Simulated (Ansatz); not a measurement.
# ZnS (F-43m): lattice thermal conductivity, part 2 of 3

Wanted: κ(T), lifetimes and mean free paths for ZnS.

Experimental results on record:
- thermal conductivity 27 W/m/K near room temperature (given in “Combining the AFLOW GIBBS and Elastic Libraries to efficiently and robustly screen thermo-mechanical properties of solids”, 2017, arXiv:1611.05714)

Ansatz 0.2.0; DFT LDA, scalar-relativistic, plane waves, PAW; PAW set soft_1.

So far. Step 2 (A first coarse run): The start is under -4.5 GPa at this level and looks like an insulator or semiconductor on this mesh. Step 4 (Relaxing to small residual forces and stress): The residual pressure is -0.0058 GPa, small enough for phonons. The relaxed cell has a = 5.297 Å (conventional setting).

The database entry behind the starting cell differs from later determinations by our own check (about 0.1 % short), so it need not match the best structure at ambient conditions.

## (5) Third-order constants and the Boltzmann equation

The supercell must be wider than twice the pair cutoff, and the number of displaced cells grows with the pairs inside it, which is where the cost lies.

input.yaml

```yaml
crystal:
  lattice:
    - [0.0, 2.6483569918, 2.6483569918]
    - [2.6483569918, 0.0, 2.6483569918]
    - [2.6483569918, 2.6483569918, 0.0]
  atoms:
    - { symbol: Zn, position: [0.25, 0.25, 0.25] }
    - { symbol: S, position: [0.0, 0.0, 0.0] }
kpoints:
  mp_grid: { grid: [8, 8, 8] }
hamiltonian:
  xc: lda
  pseudopotentials: { kind: paw, azcp: { folder: soft_1 }, xc_functional: pbe }
scf:
  occupations: { method: fixed }
  lower_state_search: "off"
output:
  eigenvalues: true
phonons:
  method: fd
  dielectric: true
  qmesh: [8, 8, 8]
  temperatures: { t_max: 1000, t_step: 50 }
  qpath:
    path:
      - [[0.0, 0.0, 0.0], [0.5, 0.0, 0.5], [0.5, 0.25, 0.75], [0.375, 0.375, 0.75], [0.0, 0.0, 0.0], [0.5, 0.5, 0.5], [0.625, 0.25, 0.625], [0.5, 0.25, 0.75], [0.5, 0.5, 0.5], [0.375, 0.375, 0.75]]
      - [[0.625, 0.25, 0.625], [0.5, 0.0, 0.5]]
    npoints: 10
  third_order: { supercell: [4, 4, 4], pair_cutoff: 4.542 }
  lattice_thermal_conductivity:
    qmesh: [21, 21, 21]
    temperatures: [100.0, 150.0, 200.0, 300.0, 400.0, 500.0, 600.0, 800.0]
    isotope_mass_variance:
      - { species: S, variance: 0.0001651 }
      - { species: Zn, variance: 0.0005982 }
```

Run with:

```sh
ansatz run input.yaml --threads 18 --pin off --max-ram 92160MiB --backend cuda --events-out ev --progress --plain --runs-dir out --max-vram 78GiB
```

Numbers of over 12 decimals in the logs are rounded to 6 here.

Log:

```text
Warning: phonons: the dynamical matrix that this run interpolates holds no multipole term above the dipole-dipole one, and a site of this crystal is no centre of inversion, so its interpolated transverse optical and acoustic branches and sound speeds can stay off near Gamma, and the density of states and the thermodynamics with them. What a run solves at a wave vector of phonons.qpoints, Gamma apart, where the deck admits one, is free of this, and under fd what a larger phonons.supercell samples
Warning: phonons.dielectric: true without phonons.rigid_motions: the static dielectric tensor ε⁰ will be withheld (ε∞, Z* and the rows of modes are given); for a crystal or a slab, whose only rigid motions are the translations, set phonons.rigid_motions: translations
[...]
concurrent solve slots: 17 of 18 are kept, ahead of what memory takes: no pass of the eigensolver takes more rounds on 17
[...]
Crystal: 16 atoms, lattice volume = 297.201 Å³
Basis set: ecut = 420 eV, 5791 PW (Γ), FFT grids on a1, a2, 2a1−4a2+a3
Bands: 88, of which v1, the nominal top of the filled ones, is band 72 counted from 1 (71 counted from 0)
Symmetry: 8 space group operations
k-points: 34 of 64 (time reversal used)
[...]
SCF iter   1: F=—  HF=-32939.538002 eV  |F-HF|=—  |Δ(HF+E_count)|=         —  Δρ=2.08e-7  dr2=5.77e-11  ethr=1.00e-12  ⟨swp⟩=3.0  Hψ=7663  notcnv=0
[...]
SCF iter   2: F=-32939.538002 eV  HF=-32939.538002 eV  |F-HF|=7.28e-12  |Δ(HF+E_count)|=  1.46e-11  Δρ=9.62e-8  dr2=1.30e-11  ethr=1.00e-12  ⟨swp⟩=4.0  Hψ=10191  notcnv=0
SCF 1 converged in 2 iterations: F = -32939.538002 eV  dr2 = 1.30e-11
[...]
Crystal: 2 atoms, lattice volume = 37.150 Å³
Basis set: ecut = 420 eV, 725 PW (Γ), exchange–correlation on 54×54×54 points (8 copies of the dense FFT grid, shifted against one another)
Bands: 13, of which v1, the nominal top of the filled ones, is band 9 counted from 1 (8 counted from 0)
Symmetry: 24 space group operations
k-points: 95 of 512 (irreducible under 4 space group operations, time reversal used)
[...]
SCF iter   1: F=—  HF=-4117.442219 eV  |F-HF|=—  |Δ(HF+E_count)|=         —  Δρ=2.19e-6  dr2=9.22e-10  ethr=3.34e-7  ⟨swp⟩=3.3  Hψ=11281  notcnv=0  defer=182
[...]
SCF 2 converged in 5 iterations: F = -4117.442251 eV  dr2 = 4.91e-11
[...]
SCF 1 converged in 4 iterations: F = -4117.443037 eV  dr2 = 1.41e-8
[...]
q = [0.0000, 0.1250, -0.1250] (star 12, supercell 2; hermiticity 1.09e-16, symmetrization 1.72e-16): 47.64 69.90 114.65 294.99 301.91 346.09
[...]
joined force constants: q→R imaginary residual 2.11e-19
  density of states and harmonic sums: on the 24×24×24 q-mesh, interpolated from the force constants of a 8×8×8 supercell (with the dipole–dipole term)
  largest difference from the sums on the solved wave vectors: F 1.76e-3 eV, S 2.24e-6 and C_V 4.85e-7 eV/K
  zero-point energy: 0.082481 eV/cell   skipped modes (ω ≤ 0): 3   left out of the sums: 3.62e-5 of the cell's modes: C_V's classical limit lies that fraction below 3 k_B per atom; for a crystal, a wire or a layer, F and S can be off by more, and a phonons.interpolated_qmesh denser along its periods is the remedy for the sampling
--- Third-order force constants: 148 member SCFs in a 4×4×4 supercell (pair cutoff 4.542 Å, amplitude 0.03 Å, SCF threshold 1.00e-9 eV, Σ member SCF iterations 1330) ---
  symmetry images taken by strict's conditions (phonons.symmetry_images: auto; settled by the asymmetry read); asymmetry of the core-correction force 1.5e-7 eV/Å at the most on a site, 1.2e-5 eV/Å summed over every site of the supercell
  842 force-constant blocks with the first atom in the home cell, fitted with 190 parameters over 20 symmetry orbits; no atom triplet left out
  sum-rule residual: 2.123e-1 → 1.781e-14 eV/Å³; symmetrization residual: 1.630e-2 eV/Å³; largest sum-rule correction relative to its orbit: 3.087e-1, on the orbit of the block of home site 0 with site 1 of cell (-1, 0, 1) and site 1 of cell (-1, 0, 1), whose norm before the correction was 1.467e-1 eV/Å³
--- Lattice thermal conductivity: 21×21×21 mesh (286 irreducible points), tetrahedron method ---
  three-phonon and isotope scattering only; four-phonon, boundary and, in a metal, phonon-electron scattering are left out
  each conductivity is what the modes' populations carry and what the coherences between them add
  conductivity (a third of the tensor's trace), W/(m K), in the relaxation-time approximation and from the full solution:
       T (K)   relaxation time   full solution  iterations             ending  least Ritz value
      100.00          197.6112        198.5927           7          converged          7.260e-1
      150.00          125.2566        126.3864           7          converged          6.855e-1
      200.00           94.2231         95.3620           7          converged          6.678e-1
      300.00           65.3397         66.4043           7          converged          6.514e-1
      400.00           50.9125         51.8838           7          converged          6.437e-1
      500.00           41.9853         42.8704           7          converged          6.395e-1
      600.00           35.8336         36.6433           7          converged          6.372e-1
      800.00           27.8250         28.5136           7          converged          6.362e-1
```

Elapsed: 7.7 min, on 1 × NVIDIA GB200 with 18 threads of Arm Neoverse V2, shared host; peak memory 3.8 GiB; 50 min of CPU time.

Numbers from this step:

```yaml
gamma_frequencies: 0, 0, 0, 290.7, 290.7, 290.7 cm⁻¹ (negative: imaginary)
lowest_frequency_on_the_path: 0 cm⁻¹
zero_point_energy: 0.08248 eV/cell
point_group: -43m
highest_frequency: 351 cm⁻¹
debye_temperature_from_the_second_moment: 458 K
kappa_at_300_k_relaxation_time: 65.34 W/m/K
kappa_at_300_k_full_solution: 66.4 W/m/K
dipole_term: run
mean_free_path_at_half_of_kappa: 582 nm
share_of_kappa_above_the_three_lowest_branches: 0.003
third_order_blocks: 842
periodic_aliases_dropped: 0
largest_relative_sum_rule_correction: 0.3087
displaced_cells_third_order: 148
```

LO-TO term included. Phonon branches along the path, in cm⁻¹:

| point | branch 1 | branch 2 | branch 3 | branch 4 | branch 5 | branch 6 |
| --- | --- | --- | --- | --- | --- | --- |
| Γ | 0 | 0 | 0 | 291 | 291 | 347 |
| halfway | 79 | 79 | 149 | 309 | 309 | 344 |
| X | 92 | 92 | 217 | 325 | 325 | 334 |
| halfway | 100 | 106 | 208 | 316 | 327 | 344 |
| W | 106 | 121 | 197 | 312 | 328 | 350 |
| halfway | 100 | 119 | 200 | 314 | 325 | 349 |
| K | 91 | 119 | 202 | 318 | 319 | 349 |
| halfway | 66 | 94 | 152 | 300 | 312 | 346 |
| Γ | 0 | 0 | 0 | 291 | 291 | 347 |
| halfway | 57 | 57 | 145 | 299 | 299 | 346 |
| L | 71 | 71 | 200 | 306 | 306 | 346 |
| halfway | 83 | 108 | 192 | 311 | 316 | 348 |
| U | 91 | 119 | 202 | 318 | 319 | 349 |
| halfway | 100 | 119 | 200 | 314 | 325 | 349 |
| W | 106 | 121 | 197 | 312 | 328 | 350 |
| halfway | 89 | 112 | 191 | 312 | 318 | 349 |
| L | 71 | 71 | 200 | 306 | 306 | 346 |
| halfway | 83 | 108 | 192 | 311 | 316 | 348 |
| K | 91 | 119 | 202 | 318 | 319 | 349 |
| jump to U | 91 | 119 | 202 | 318 | 319 | 349 |
| halfway | 92 | 103 | 212 | 321 | 323 | 341 |
| X | 92 | 92 | 217 | 325 | 325 | 334 |

The phonon branches as a text plot (rows in cm⁻¹):

```
    344 |*******  **********************************************
    329 |       ********                        *****          **
    314 |    ***   ***********             ************* *******
    300 | ***               *****   *******            ***
    285 |*                       ***
    270 |
    256 |
    241 |
    227 |
    212 |       *****                                         ***
    197 |      *     ******             **********************
    183 |                  *           *
    168 |     *             *
    154 |    *               *
    139 |                             *
    124 |   *        ******   *      *       ********       **
    110 |           ***    **  *            *    *** *     *  **
     95 |  *   ******  ****  *      *      * ****   ***   * *****
     80 |    **            ** * *         ***         ** ***
     66 | * *                * *       ****             *
     51 |  *                  * *    **
     37 |**                    * * **
     22 |*                      **
      7 |                        ***
         Γ       X    W  K        Γ      L     U  W     L   K|U X
```

W/m/K. Kappa, by row:

| T (K) | RTA xx | RTA yy | RTA zz | full xx | full yy | full zz | coherence part xx | coherence part yy | coherence part zz | ending | iterations | least Ritz value |
| --- | --- | --- | --- | --- | --- | --- | --- | --- | --- | --- | --- | --- |
| 100 | 197.6 | 197.6 | 197.6 | 198.6 | 198.6 | 198.6 | 0.1003 | 0.1003 | 0.1003 | converged | 7 | 0.726 |
| 150 | 125.3 | 125.3 | 125.3 | 126.4 | 126.4 | 126.4 | 0.1195 | 0.1195 | 0.1195 | converged | 7 | 0.686 |
| 200 | 94.22 | 94.22 | 94.22 | 95.36 | 95.36 | 95.36 | 0.132 | 0.132 | 0.132 | converged | 7 | 0.668 |
| 300 | 65.34 | 65.34 | 65.34 | 66.4 | 66.4 | 66.4 | 0.1471 | 0.1471 | 0.1471 | converged | 7 | 0.651 |
| 400 | 50.91 | 50.91 | 50.91 | 51.88 | 51.88 | 51.88 | 0.1559 | 0.1559 | 0.1559 | converged | 7 | 0.644 |
| 500 | 41.99 | 41.99 | 41.99 | 42.87 | 42.87 | 42.87 | 0.1616 | 0.1616 | 0.1616 | converged | 7 | 0.639 |
| 600 | 35.83 | 35.83 | 35.83 | 36.64 | 36.64 | 36.64 | 0.1656 | 0.1656 | 0.1656 | converged | 7 | 0.637 |
| 800 | 27.82 | 27.82 | 27.82 | 28.51 | 28.51 | 28.51 | 0.1709 | 0.1709 | 0.1709 | converged | 7 | 0.636 |

Lattice thermal conductivity against temperature:

| temperature (K) | RTA xx (W/m/K) | full xx (W/m/K) |
| --- | --- | --- |
| 100 | 198 | 199 |
| 150 | 125 | 126 |
| 200 | 94.2 | 95.4 |
| 300 | 65.3 | 66.4 |
| 400 | 50.9 | 51.9 |
| 500 | 42.0 | 42.9 |
| 600 | 35.8 | 36.6 |
| 800 | 27.8 | 28.5 |

The modes has structure finer than the step of the table below, so its rows give means over 10 cm⁻¹, whole bins alone (the curve runs from -10 to 372 cm⁻¹). Peaks (cm⁻¹: height): S 313.9: 0.0881, 347.5: 0.0926; Zn 90.8: 0.0423, 191.6: 0.0364, 311.5: 0.0169, 347.5: 0.0148.

Phonopy on the run's constants, 19x19x19 mesh, Gaussian sigma 2.7 cm⁻¹. Modes against wavenumber; means over each step; values in 1/cm⁻¹/cell:

| wavenumber (cm⁻¹) | S | Zn |
| --- | --- | --- |
| 0 | 1.3e-5 | 2.7e-5 |
| 10 | 4.8e-5 | 9.4e-5 |
| 20 | 1.4e-4 | 3.0e-4 |
| 30 | 4.4e-4 | 9.5e-4 |
| 40 | 6.7e-4 | 0.00151 |
| 50 | 0.00129 | 0.00311 |
| 60 | 0.00254 | 0.00664 |
| 70 | 0.00520 | 0.0152 |
| 80 | 0.00795 | 0.0261 |
| 90 | 0.00990 | 0.0386 |
| 100 | 0.00673 | 0.0302 |
| 110 | 0.00442 | 0.0219 |
| 120 | 0.00337 | 0.0181 |
| 130 | 6.3e-4 | 0.00238 |
| 140 | 6.5e-4 | 0.00232 |
| 150 | 7.7e-4 | 0.00307 |
| 160 | 9.5e-4 | 0.00449 |
| 170 | 0.00118 | 0.00701 |
| 180 | 0.00149 | 0.0129 |
| 190 | 0.00184 | 0.0300 |
| 200 | 6.1e-4 | 0.0181 |
| 210 | 8.8e-5 | 0.00536 |
| 220 | 2.2e-6 | 6.4e-4 |
| 230 | 0 | 1.5e-7 |
| 240 | 0 | 0 |
| 250 | 0 | 0 |
| 260 | 0 | 0 |
| 270 | 0 | 0 |
| 280 | 1.2e-5 | 4.6e-6 |
| 290 | 0.00361 | 0.00156 |
| 300 | 0.0233 | 0.00831 |
| 310 | 0.0670 | 0.0157 |
| 320 | 0.0607 | 0.0102 |
| 330 | 0.00871 | 0.00160 |
| 340 | 0.0294 | 0.00474 |
| 350 | 0.0556 | 0.00872 |
| 360 | 8.7e-4 | 1.3e-4 |

Distinct triplets, nearest first. Third order norms, by row:

| sites | side 1 (Å) | side 2 (Å) | side 3 (Å) | norm of the 27 components (eV/Å³) |
| --- | --- | --- | --- | --- |
| Zn-Zn-Zn | 0 | 0 | 0 | 64.67 |
| S-S-S | 0 | 0 | 0 | 69.9 |
| Zn-Zn-S | 0 | 2.29 | 2.29 | 28.57 |
| Zn-S-S | 0 | 2.29 | 2.29 | 28.51 |
| Zn-Zn-S | 2.29 | 2.29 | 3.75 | 0.554 |
| Zn-S-S | 2.29 | 2.29 | 3.75 | 0.738 |
| Zn-Zn-Zn | 0 | 3.75 | 3.75 | 0.459 |
| Zn-Zn-Zn | 3.75 | 3.75 | 3.75 | 0.022 |
| Zn-Zn-Zn | 3.75 | 3.75 | 3.75 | 0.09 |
| S-S-S | 0 | 3.75 | 3.75 | 1.627 |
| S-S-S | 3.75 | 3.75 | 3.75 | 0.185 |
| S-S-S | 3.75 | 3.75 | 3.75 | 0.038 |
| Zn-Zn-S | 2.29 | 3.75 | 4.39 | 0.12 |
| Zn-S-S | 2.29 | 3.75 | 4.39 | 0.094 |
| Zn-Zn-S | 3.75 | 4.39 | 4.39 | 0.013 |
| Zn-Zn-S | 3.75 | 4.39 | 4.39 | 0.015 |
| Zn-S-S | 0 | 4.39 | 4.39 | 0.135 |
| Zn-S-S | 3.75 | 4.39 | 4.39 | 0.037 |
| Zn-S-S | 3.75 | 4.39 | 4.39 | 0.012 |
| Zn-S-Zn | 0 | 4.39 | 4.39 | 0.086 |

Born charge (rows field, columns displacement) (e), principal values of the symmetric part by kind of site:

| atom | atoms with these values | low | middle | high | mean |
| --- | --- | --- | --- | --- | --- |
| Zn1 | 1 | 1.90 | 1.90 | 1.90 | 1.90 |
| S2 | 1 | -1.90 | -1.90 | -1.90 | -1.90 |

In full for Zn1:

```
1.90 0.00 0.00
0.00 1.90 0.00
0.00 0.00 1.90
```

RTA, 300 K. Kappa by branch, by row:

| branch (by rank) | mean frequency (THz) | mean rms speed (km/s) | median lifetime (ps) | share of kappa |
| --- | --- | --- | --- | --- |
| 1 | 2.47 | 1.13 | 38.4 | 0.329 |
| 2 | 2.95 | 1.57 | 11 | 0.396 |
| 3 | 5.35 | 1.8 | 1.45 | 0.272 |
| 4 | 9.28 | 0.52 | 0.931 | 0.001 |
| 5 | 9.45 | 0.6 | 1.82 | 0.001 |
| 6 | 10.38 | 0.27 | 3.84 | 0.001 |

Spectral kappa at 300 K against frequency; read off at these points; values in W/m/K/THz:

| frequency (THz) | relaxation time (W/m/K/THz) | full solution (W/m/K/THz) |
| --- | --- | --- |
| 0.10 | 0 | 0 |
| 0.30 | 11.5 | 11.4 |
| 0.50 | 9.04 | 9.03 |
| 0.90 | 17.2 | 17.1 |
| 1.10 | 7.87 | 7.91 |
| 1.50 | 42.2 | 42.9 |
| 1.70 | 65.3 | 66.7 |
| 1.90 | 38.6 | 39.4 |
| 2.30 | 22.7 | 23.5 |
| 2.70 | 9.72 | 10.3 |
| 2.90 | 9.42 | 9.90 |
| 3.30 | 3.53 | 3.67 |
| 3.70 | 1.15 | 1.16 |
| 4.10 | 2.37 | 2.23 |
| 4.50 | 1.12 | 0.972 |
| 4.70 | 1.25 | 1.07 |
| 5.10 | 1.27 | 0.969 |
| 5.50 | 0.498 | 0.420 |
| 5.90 | 0.0840 | 0.108 |
| 6.10 | 0.0405 | 0.0700 |
| 6.50 | 0.00247 | 0.00477 |
| 6.90 | 0 | 0 |
| 7.30 | 0 | 0 |
| 7.70 | 0 | 0 |
| 7.90 | 0 | 0 |
| 8.30 | 0 | 0 |
| 8.70 | 5.1e-4 | -8.7e-4 |
| 9.10 | 0.0458 | -0.0157 |
| 9.50 | 0.181 | 0.157 |
| 9.70 | 0.186 | 0.198 |
| 10.10 | 0.0987 | 0.132 |
| 10.50 | 0.0645 | 0.0965 |

Relaxation-time solution. The share of κ carried by shorter paths by mean free path:

| mean free path (nm) | 100 K | 300 K | 800 K |
| --- | --- | --- | --- |
| 0.681 | 0 | 0.001 | 0.002 |
| 1 | 0 | 0.001 | 0.003 |
| 1.47 | 0 | 0.002 | 0.005 |
| 2.15 | 0 | 0.003 | 0.007 |
| 3.16 | 0 | 0.004 | 0.01 |
| 4.64 | 0.001 | 0.006 | 0.015 |
| 6.81 | 0.001 | 0.008 | 0.026 |
| 10 | 0.001 | 0.012 | 0.038 |
| 14.7 | 0.002 | 0.019 | 0.053 |
| 21.5 | 0.004 | 0.035 | 0.088 |
| 31.6 | 0.009 | 0.048 | 0.12 |
| 46.4 | 0.017 | 0.078 | 0.162 |
| 68.1 | 0.03 | 0.115 | 0.218 |
| 100 | 0.053 | 0.161 | 0.27 |
| 147 | 0.07 | 0.212 | 0.358 |
| 215 | 0.106 | 0.269 | 0.496 |
| 316 | 0.159 | 0.32 | 0.61 |
| 464 | 0.179 | 0.416 | 0.729 |
| 681 | 0.212 | 0.564 | 0.845 |
| 1000 | 0.258 | 0.663 | 0.9 |
| 1470 | 0.3 | 0.771 | 0.965 |
| 2150 | 0.364 | 0.876 | 1 |
| 3160 | 0.508 | 0.965 | 1 |
| 4640 | 0.637 | 1 | 1 |
| 6810 | 0.804 | 1 | 1 |
| 10000 | 0.843 | 1 | 1 |
| 14700 | 0.965 | 1 | 1 |
| 21500 | 1 | 1 | 1 |

[end of part 2 of 3]

[Logs are printed without paths, hosts, clocks, repeated set-up lines and the standing remarks that a program may print on its own settings, such as how far it seeks lower states.]

[Hosts, paths, dates, database ids (printed as entryN), source tags and the programs' standing remarks are cut or masked in the printed files.]

[A step with changed settings may run another functional than the one named; its input shows which.]
